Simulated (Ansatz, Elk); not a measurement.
**LiBiCl3: X-ray structure factors from the self-consistent density**

Structure refinements treat a crystal as free atoms side by side. For a made-up structure of LiBiCl3 (cell and positions from a PBE relaxation) the runs below show what the calculated density changes in F(hkl).

Calculated with Elk 11.2.3 (patched build); DFT, PBE, all-electron APW+lo, Dirac cores, scalar-relativistic bands, static density, no spin.

The structure was built from a prototype and need not be the compound's stable phase.

### Step 1. Set-up

It takes space group Pm-3m (No. 221, cubic). Conventional cell: a = 5.648 Å, b = 5.648 Å, c = 5.648 Å, α = 90.00°, β = 90.00°, γ = 90.00°. Bi has 6 Cl at 2.82 Å nearest. Cl has 2 Bi at 2.82 Å nearest. Li has 12 Cl at 3.99 Å nearest. Farther neighbours and most contacts between anions are not listed.

### Step 2. Ground state and structure factors

An all-electron density is needed, since X-rays see the cores too. Task 0 finds the density and task 195 Fourier-transforms it; tshift is off so that phases refer to the origin typed.

The input, elk.in:

```
tasks
  0
  195

xctype
  20

spinpol
  .false.

rgkmax
  7.0

gmaxvr
  14.0

lmaxo
  7

lmaxapw
  8

swidth
  0.002

tshift
  .false.

ramdisk
  .false.

hmaxvr
  5.5

maxscl
  120

epspot
  1e-06

sppath
  './'

avec
  10.67389966200 0.00000000000 0.00000000000
  0.00000000000 10.67389966200 -0.00000000000
  0.00000000000 -0.00000000000 10.67389966200

atoms
  3
  'Bi.in'
  1
  0.5000000000 0.5000000000 0.5000000000   0.000000 0.000000 0.000000
  'Cl.in'
  3
  -0.0000000000 0.5000000000 0.5000000000   0.000000 0.000000 0.000000
  0.5000000000 0.0000000000 0.5000000000   0.000000 0.000000 0.000000
  0.5000000000 0.5000000000 -0.0000000000   0.000000 0.000000 0.000000
  'Li.in'
  1
  0.0000000000 -0.0000000000 -0.0000000000   0.000000 0.000000 0.000000

ngridk
  4 4 4
```

Run with:

```sh
$ OMP_NUM_THREADS=4 elk
```

Numbers of over 12 decimals in the logs are rounded to 6 here.

The program printed:

```text
┌─────────────────────────┐
│ Elk code version 11.2.3 │
└─────────────────────────┘

All units are atomic (Hartree, Bohr, etc.)

┌─────────────────────────────────────────────────┐
│ Ground-state run starting from atomic densities │
└─────────────────────────────────────────────────┘

Lattice vectors :
   10.67389966       0.000000000       0.000000000
   0.000000000       10.67389966      -0.000000000
   0.000000000      -0.000000000       10.67389966

Reciprocal lattice vectors :
  0.5886494633      -0.000000000      -0.000000000
  -0.000000000      0.5886494633       0.000000000
  -0.000000000       0.000000000      0.5886494633

Unit cell volume      :    1216.100167
Brillouin zone volume :   0.2039718604

Muffin-tin inner radius fraction :   0.1000000000E-01

Nuclei treated as point charges

Species : 1 (Bi)
 parameters loaded from : Bi.in
 name : bismuth
 nuclear charge    :   -83.00000000
 electronic charge :    83.00000000
 atomic mass :    380947.9285
 muffin-tin radius :    2.800000000
 number of radial points in muffin-tin :   1393
 inner part over the whole radius :   0.9976520004E-02
 number on inner part of muffin-tin    :   1001
 approximate nuclear radius :   0.1052171418E-03
 number of mesh points to nuclear radius :    526
 atomic positions (lattice), magnetic fields (Cartesian) :
  1 :   0.50000000  0.50000000  0.50000000    0.00000000  0.00000000  0.00000000

Species : 2 (Cl)
 parameters loaded from : Cl.in
 name : chlorine
 nuclear charge    :   -17.00000000
 electronic charge :    17.00000000
 atomic mass :    64626.86550
 muffin-tin radius :    2.200000000
 number of radial points in muffin-tin :    793
 inner part over the whole radius :   0.9992010025E-02
 number on inner part of muffin-tin    :    555
 approximate nuclear radius :   0.6305718926E-04
 number of mesh points to nuclear radius :    253
 atomic positions (lattice), magnetic fields (Cartesian) :
  1 :   0.00000000  0.50000000  0.50000000    0.00000000  0.00000000  0.00000000
  2 :   0.50000000  0.00000000  0.50000000    0.00000000  0.00000000  0.00000000
  3 :   0.50000000  0.50000000  0.00000000    0.00000000  0.00000000  0.00000000

Species : 3 (Li)
 parameters loaded from : Li.in
 name : lithium
 nuclear charge    :   -3.000000000
 electronic charge :    3.000000000
 atomic mass :    12652.66898
 muffin-tin radius :    1.800000000
 number of radial points in muffin-tin :    593
 inner part over the whole radius :   0.9806707936E-02
 number on inner part of muffin-tin    :    401
 approximate nuclear radius :   0.4000070961E-04
 number of mesh points to nuclear radius :    148
 atomic positions (lattice), magnetic fields (Cartesian) :
  1 :   0.00000000  0.00000000  0.00000000    0.00000000  0.00000000  0.00000000

Total number of atoms per unit cell :    5
Total muffin-tin volume :    250.1880614
 ratio of muffin-tin to unit cell volume :   0.2057298142

Spin treatment :
 spin-unpolarised

Number of Bravais lattice symmetries :   48
Number of crystal symmetries         :   48
Crystal has inversion symmetry
Real symmetric eigensolver will be used

k-point grid :      4     4     4
k-point offset :    0.000000000       0.000000000       0.000000000
k-point set is reduced with full crystal symmetry group
Total number of k-points :       10

Muffin-tin radius times maximum |G+k| :    7.000000000
 using average radius
Maximum |G+k| for APW functions       :    3.125000000
Maximum (1/2)|G+k|²                   :    4.882812500
Maximum |G| for potential and density :    14.00000000
Constant for pseudocharge density :   10
 order of it for each species :   17  17  17
 order of it for pair densities of each species (exact exchange by exxq0 0: 18) :   15   9   5
Radial integration step length :    1

G-vector grid sizes :     48    48    48
Number of G-vectors :    56259

Maximum angular momentum used for
 APW functions            :    8
 outer part of muffin-tin :    7
 inner part of muffin-tin :    2

Total nuclear charge    :   -137.0000000
[...]
(states/Hartree/unit cell)

Estimated indirect band gap :   0.7353869222E-02
 from k-point 6 to k-point 5
Estimated direct band gap   :   0.4540136635E-01
 at k-point 8

Charges :
 core                        :    98.00000000
 valence                     :    39.00000000
 interstitial                :    6.808220401
 muffin-tins (core leakage)
  species : 1 (Bi)
   atom 1                    :    80.78467340     (  0.6909890877E-03)
  species : 2 (Cl)
   atom 1                    :    15.80644741     (  0.1476562128E-04)
[...]
species : 3 (Li)
   atom 1                    :    1.987763957     (   0.000000000    )
 total in muffin-tins        :    130.1917796
 total calculated charge     :    136.9982012
 total charge                :    137.0000000
 error                       :   0.1798819269E-02

RMS change in Kohn-Sham potential (target) :    5.564837643     (  0.1000000000E-05)
Absolute change in total energy (target)   :    5.219907106     (  0.1000000000E-03)

[... loops 3 to 13 left out ...]

┌──────────────────┐
│ Loop number : 14 │
└──────────────────┘

Energies :
 Fermi                       :     0.78027324184892E-01
 sum of occupied eigenvalues :     -14179.622593671
 electron kinetic            :      26645.204957398
 core electron kinetic       :      26432.434856142
 Coulomb                     :     -49133.798725812
 Coulomb potential           :     -40191.228091097
 nuclear-nuclear             :     -1144.4498553559
 electron-nuclear            :     -55799.695996784
 Hartree                     :      7810.3471263286
 Madelung                    :     -29038.184680263
 xc potential                :     -633.59945997222
 exchange                    :     -477.94642506394
 correlation                 :     -7.178810
 electron entropic           :    -0.72462341313692E-03
 total energy                :     -22973.719728383

Density of states at Fermi energy :    51.93655961
 (states/Hartree/unit cell)

Estimated indirect band gap :   0.7686397016E-02
 from k-point 6 to k-point 5
Estimated direct band gap   :   0.5018527705E-01
 at k-point 8

Charges :
 core                        :    98.00000000
 valence                     :    39.00000000
 interstitial                :    7.094111854
 muffin-tins (core leakage)
  species : 1 (Bi)
[...]
species : 2 (Cl)
[...]
species : 3 (Li)
   atom 1                    :    1.991360166     (   0.000000000    )
 total in muffin-tins        :    129.9058881
 total calculated charge     :    136.9982853
 total charge                :    137.0000000
 error                       :   0.1714690529E-02

RMS change in Kohn-Sham potential (target) :   0.3941632276E-06 (  0.1000000000E-05)
Absolute change in total energy (target)   :   0.3588626350E-04 (  0.1000000000E-03)

Convergence targets achieved

┌──────────────────┐
│ Loop number : 15 │
└──────────────────┘

Energies :
 Fermi                       :     0.78027278267650E-01
 sum of occupied eigenvalues :     -14179.622599499
 electron kinetic            :      26645.204952071
 core electron kinetic       :      26432.434851828
 Coulomb                     :     -49133.798726342
 Coulomb potential           :     -40191.228089827
 nuclear-nuclear             :     -1144.4498553559
 electron-nuclear            :     -55799.695998952
 Hartree                     :      7810.3471279660
 Madelung                    :     -29038.184681428
 xc potential                :     -633.59946174322
 exchange                    :     -477.94642518339
 correlation                 :     -7.178810
 electron entropic           :    -0.72462335429201E-03
 total energy                :     -22973.719734364

Density of states at Fermi energy :    51.93655516
 (states/Hartree/unit cell)

Estimated indirect band gap :   0.7686397379E-02
 from k-point 6 to k-point 5
Estimated direct band gap   :   0.5018527794E-01
 at k-point 8

Charges :
 core                        :    98.00000000
 valence                     :    39.00000000
 interstitial                :    7.094111627
 muffin-tins (core leakage)
  species : 1 (Bi)
[...]
species : 2 (Cl)
   atom 1                    :    15.63624434     (  0.1495980836E-04)
   atom 2                    :    15.63624434     (  0.1495980836E-04)
   atom 3                    :    15.63624434     (  0.1495980836E-04)
  species : 3 (Li)
   atom 1                    :    1.991360163     (   0.000000000    )
 total in muffin-tins        :    129.9058884
 total calculated charge     :    136.9982853
 total charge                :    137.0000000
 error                       :   0.1714690783E-02

┌──────────────────────────────┐
│ Self-consistent loop stopped │
└──────────────────────────────┘

Warning : core states of species 1 leak from the muffin-tin :   0.6649322499E-03

Wrote STATE.OUT
```

Wall time 32 s (4 threads of Arm Neoverse V2, shared host); peak memory 0.26 GiB.

SFACRHO.OUT:

```text

h k l indices transformed by vhmat matrix:
   1.000000000       0.000000000       0.000000000    
   0.000000000       1.000000000       0.000000000    
   0.000000000       0.000000000       1.000000000    

      h      k      l  multipl.   |H|            Re(F)            Im(F)           |F|

      0      0      0      1   0.0000000       137.00000      0.21796633E-15   137.00000    
      1      0      0      6  0.58864946      -92.825133     -0.78305045E-13   92.825133    
      0     -1     -1     12  0.83247605       63.490837     -0.11457463E-12   63.490837    
     -1     -1     -1      8   1.0195708      -31.296459      0.49632345E-13   31.296459    
      0      2      0      6   1.1772989       112.28097      0.14628612E-12   112.28097    
     -1     -2      0     24   1.3162602      -80.760362      0.10839594E-12   80.760362    
      1     -1     -2     24   1.4418908       59.081104     -0.86474958E-13   59.081104    
      0     -2      2     12   1.6649521       99.669313     -0.24434176E-13   99.669313    
     -1      2     -2     24   1.7659484      -73.669795      0.31107848E-13   73.669795    
     -3      0      0      6   1.7659484      -73.658372      0.12262833E-12   73.658372    
      0     -1      3     24   1.8614730       55.554043      0.42013382E-13   55.554043    
     -3      1      1     24   1.9523294      -32.384390     -0.56832083E-14   32.384390    
     -2     -2      2      8   2.0391416       91.704014     -0.12982115E-12   91.704014    
      3      0     -2     24   2.1224058      -68.753880     -0.51036773E-13   68.753880    
     -1     -2      3     48   2.2025246       52.570452      0.41420500E-13   52.570452    
      0      0      4      6   2.3545979       86.146097      0.23306186E-12   86.146097    
     -1      0      4     24   2.4270639      -65.164971     -0.60882969E-13   65.164971    
     -3     -2      2     24   2.4270639      -65.023651      0.10733665E-12   65.023651
```

Elk indexes on the primitive cell of elk.in and gives |H| = 4π sin θ/λ in inverse bohr. Below, one row stands for each form hkl of the conventional cell (m members, Friedel mates merged), F is for one primitive cell and the density is static (no thermal factor). Free-atom factors are Waasmaier and Kirfel's, and R is Σm||F|−|F'||/Σm|F|.

| hkl | m | sin θ/λ (Å⁻¹) | abs F, DFT | neutral atoms | diff. |
| --- | --- | --- | --- | --- | --- |
| 100 | 6 | 0.088 | 92.825 | 92.557 | +0.268 |
| 110 | 12 | 0.125 | 63.491 | 64.032 | -0.541 |
| 111 | 8 | 0.153 | 31.297 | 31.740 | -0.444 |
| 200 | 6 | 0.177 | 112.281 | 112.025 | +0.256 |
| 210 | 24 | 0.198 | 80.760 | 80.681 | +0.079 |
| 211 | 24 | 0.217 | 59.081 | 59.037 | +0.044 |
| 220 | 12 | 0.250 | 99.669 | 99.678 | -0.009 |
| 221 | 24 | 0.266 | 73.670 | 73.685 | -0.016 |
| 300 | 6 | 0.266 | 73.658 | 73.685 | -0.027 |
| 310 | 24 | 0.280 | 55.554 | 55.505 | +0.049 |
| 311 | 24 | 0.294 | 32.384 | 32.278 | +0.106 |
| 222 | 8 | 0.307 | 91.704 | 91.801 | -0.097 |
| 320 | 24 | 0.319 | 68.754 | 68.809 | -0.055 |
| 321 | 48 | 0.331 | 52.571 | 52.563 | +0.007 |
| 400 | 6 | 0.354 | 86.146 | 86.150 | -0.004 |
| 410 | 24 | 0.365 | 65.165 | 65.084 | +0.081 |
| 322 | 24 | 0.365 | 65.024 | 65.084 | -0.060 |
| 411 | 24 | 0.376 | 50.150 | 50.029 | +0.121 |

### Step 3. The highest occupied states alone

An energy window below the Fermi level keeps the highest occupied states, to see at which angles they scatter; shallow core shells can lie inside it and anion s states outside. No new self-consistency is needed.

Edit elk.in of step 2 so:

```diff
@@ -1,3 +1,2 @@
 tasks
-  0
   195
@@ -40,2 +39,5 @@
 
+wsfac
+  -0.473210 0.378030
+
 sppath
```

Run with:

```sh
$ OMP_NUM_THREADS=4 elk
```

The program printed:

```text
┌─────────────────────────────────┐
│ Elk code version 11.2.3 started │
└─────────────────────────────────┘

Info(readinput): the functional depends on the density's gradient
 muffin-tin radial points multiplied by    2.00000
 (not where nrmtscf is given)

┌────────────────────┐
│ Current task : 195 │
└────────────────────┘

Info(sfacrho): density structure factors written to SFACRHO.OUT

 Energy window :  -0.4732100000      0.3780300000

┌──────────────────┐
│ Elk code stopped │
└──────────────────┘
```

Elapsed: 18 s, on 4 threads; peak memory 0.18 GiB.

States within 15 eV below the Fermi level hold 21.00 electrons; any levels below the window count with the cores. Their amplitudes can exceed the total, where window and core parts have opposite phase:

| hkl | sin θ/λ (Å⁻¹) | abs F, window | abs F, all |
| --- | --- | --- | --- |
| 100 | 0.088 | 6.909 | 92.825 |
| 110 | 0.125 | 1.782 | 63.491 |
| 111 | 0.153 | 7.114 | 31.297 |
| 200 | 0.177 | 7.235 | 112.281 |
| 210 | 0.198 | 2.186 | 80.760 |
| 211 | 0.217 | 1.107 | 59.081 |
| 220 | 0.250 | 2.570 | 99.669 |
| 221 | 0.266 | 0.628 | 73.670 |
| 300 | 0.266 | 0.480 | 73.658 |
| 310 | 0.280 | 0.686 | 55.554 |

### Step 4. Another functional

The difference from free atoms is small, so it is set against the change that LDA (Perdew-Wang) makes.

Edit elk.in of step 3 so:

```diff
@@ -1,2 +1,3 @@
 tasks
+  0
   195
@@ -4,3 +5,3 @@
 xctype
-  20
+  3
 
@@ -39,5 +40,2 @@
 
-wsfac
-  -0.473210 0.378030
-
 sppath
```

Run with:

```sh
$ OMP_NUM_THREADS=4 elk
```

The program printed:

```text
┌─────────────────────────┐
│ Elk code version 11.2.3 │
└─────────────────────────┘

All units are atomic (Hartree, Bohr, etc.)

┌─────────────────────────────────────────────────┐
│ Ground-state run starting from atomic densities │
└─────────────────────────────────────────────────┘

Lattice vectors :
   10.67389966       0.000000000       0.000000000
   0.000000000       10.67389966      -0.000000000
   0.000000000      -0.000000000       10.67389966

Reciprocal lattice vectors :
  0.5886494633      -0.000000000      -0.000000000
[...]
species : 2 (Cl)
[...]
atom 2                    :    15.60114577     (  0.7455205820E-05)
   atom 3                    :    15.60114577     (  0.7455205820E-05)
  species : 3 (Li)
   atom 1                    :    1.990776275     (   0.000000000    )
 total in muffin-tins        :    129.8245523
 total calculated charge     :    136.9983265
 total charge                :    137.0000000
 error                       :   0.1673483044E-02

┌──────────────────────────────┐
│ Self-consistent loop stopped │
└──────────────────────────────┘

Warning : core states of species 1 leak from the muffin-tin :   0.6658502270E-03

Wrote STATE.OUT
[key lines of the parts left out:]
total energy                :     -22958.188951186
```

It took 20 s on 4 threads; peak memory 0.22 GiB; 42 s of CPU time.

Against the first run R = 0.03 %; the largest change is +0.073 at 111.

### Step 5. A coarser k-mesh

About half the k-points along each axis test the sampling.

Edit elk.in of step 4 so:

```diff
@@ -5,3 +5,3 @@
 xctype
-  3
+  20
 
@@ -63,2 +63,2 @@
 ngridk
-  4 4 4
+  2 2 2
```

Run with:

```sh
$ OMP_NUM_THREADS=4 elk
```

The program printed:

```text
┌─────────────────────────┐
│ Elk code version 11.2.3 │
└─────────────────────────┘

All units are atomic (Hartree, Bohr, etc.)

┌─────────────────────────────────────────────────┐
│ Ground-state run starting from atomic densities │
└─────────────────────────────────────────────────┘

Lattice vectors :
   10.67389966       0.000000000       0.000000000
   0.000000000       10.67389966      -0.000000000
   0.000000000      -0.000000000       10.67389966

Reciprocal lattice vectors :
  0.5886494633      -0.000000000      -0.000000000
[...]
species : 2 (Cl)
[...]
atom 2                    :    15.64963235     (  0.1499452267E-04)
   atom 3                    :    15.64963235     (  0.1499452267E-04)
  species : 3 (Li)
   atom 1                    :    1.991210126     (   0.000000000    )
 total in muffin-tins        :    129.8980556
 total calculated charge     :    136.9983141
 total charge                :    137.0000000
 error                       :   0.1685859135E-02

┌──────────────────────────────┐
│ Self-consistent loop stopped │
└──────────────────────────────┘

Warning : core states of species 1 leak from the muffin-tin :   0.6629776069E-03

Wrote STATE.OUT
[key lines of the parts left out:]
total energy                :     -22973.706676517
```

It took 27 s on 4 threads; peak memory 0.25 GiB; 41 s of CPU time.

Against the first run R = 0.01 %; the largest change is +0.067 at 300.

### Step 6. Settings against the effect

| run | R against the first run (%) | R against neutral atoms, low angle (%) | wall time |
| --- | --- | --- | --- |
| PBE, rgkmax 7 | 0.00 | 0.18 | 32 s |
| LDA (Perdew-Wang) | 0.03 | 0.16 | 20 s |
| k-mesh 2×2×2 | 0.01 | 0.20 | 27 s |

### Step 7. Summary of results

```json
{
  "R against neutral atoms, sin θ/λ < 0.3 Å⁻¹": "0.18 %",
  "R against neutral atoms, 0.3 to 0.82 Å⁻¹": "0.08 %"
}
```

Independent neutral atoms miss the calculated amplitudes by R = 0.18 % below 0.3 Å⁻¹ and 0.08 % from there to 0.82 Å⁻¹; by shells, 0.61 % below 0.15 Å⁻¹ (2 forms), 0.13 % 0.15 to 0.3 (9 forms), 0.09 % 0.3 to 0.45 (15 forms), 0.08 % above 0.45 (93 forms). Bonding, aspherical density and the tables' own atoms all enter these figures, and the runs don't part them. The largest change of an amplitude is -0.54 electrons, at 110. The window's part falls from 21.0 electrons at the origin to at most 0.38 between 0.45 and 0.82 Å⁻¹. Below 0.3 Å⁻¹ the changes that finished (LDA (Perdew-Wang) and k-mesh 2×2×2) move F by R = 0.03 % at most, against the 0.18 % that separates it from free atoms. The basis has no finished test. The electron count is odd, so without spin the run is a metal by force. Spin-orbit coupling is left out, which can matter for elements this heavy. Part of the difference isn't bonding: the tables are fits to free atoms and ions calculated by other methods than this functional. Thermal motion, anomalous dispersion and extinction are left out.

[Logs are printed without paths, hosts, clocks, repeated set-up lines and the standing remarks that a program may print on its own settings, such as how far it seeks lower states.]

[Hosts, paths, dates, database ids (printed as entryN), source tags and the programs' standing remarks are cut or masked in the printed files.]
